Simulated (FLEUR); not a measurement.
Records of electronic-structure calculations.

```xyz
6
Lattice="3.900 0.000 0.000 0.000 3.900 0.000 0.000 0.000 7.299" Properties=species:S:1:pos:R:3 pbc="T T T" subject="Magnetic state of YMnSi from several starts" method="LDA (VWN); all-electron FLAPW, Dirac cores, scalar-relativistic bands" program="FLEUR MaX-R8.1" settings_of_one_run="kmax 4.21 1/bohr, gmax 12.6 1/bohr, muffin tin radii Y: 2.8, Mn: 2.54, Si: 1.78 bohr, lmax Y: [10, 8], Mn: [10, 8], Si: [6, 4], hist occupations, smearing width 0.05 eV, mixer Anderson, mixing 0.05, max iterations 90, stop 2.00e-5 me/bohr³, collinear spin, 8×8×4 k-mesh, mesh matched on, starting moments 0 0 3.5 3.5 0 0 μB" cost="4 runs, 9.2 min in all on 4 MPI ranks of AMD EPYC 9R45, shared host (the runs of this entry)" notes="The run is spin-polarised, with a total moment of 3.77 μB a cell. This is the lowest of 3 finished starts, no proof of the ground state." lowest_state_found="ferromagnetic (initial ferro ++)" largest_site_spin_moment="2.05 μB" next_finished_state="antiferromagnetic, 74.5 meV a seeded atom higher" energy_gained_by_spin_polarisation="224 meV a seeded atom"
Y     1.950    0.000    4.853
Y     0.000    1.950    2.446
Mn    0.000    0.000    0.000
Mn    1.950    1.950    0.000
Si    0.000    1.950    5.816
Si    1.950    0.000    1.482
```

[Logs and program files are shortened in this print: banners, set-up blocks, solver, clock and traceback lines can be left out without a mark of their own.]

[Logs are printed without paths, hosts, clocks, repeated set-up lines and the standing remarks that a program may print on its own settings, such as how far it seeks lower states.]

[Hosts, paths, dates, database ids (printed as entryN), source tags and the programs' standing remarks are cut or masked in the printed files.]

[Where a cell is said to come from a database of computed structures, the database is the Materials Project.]
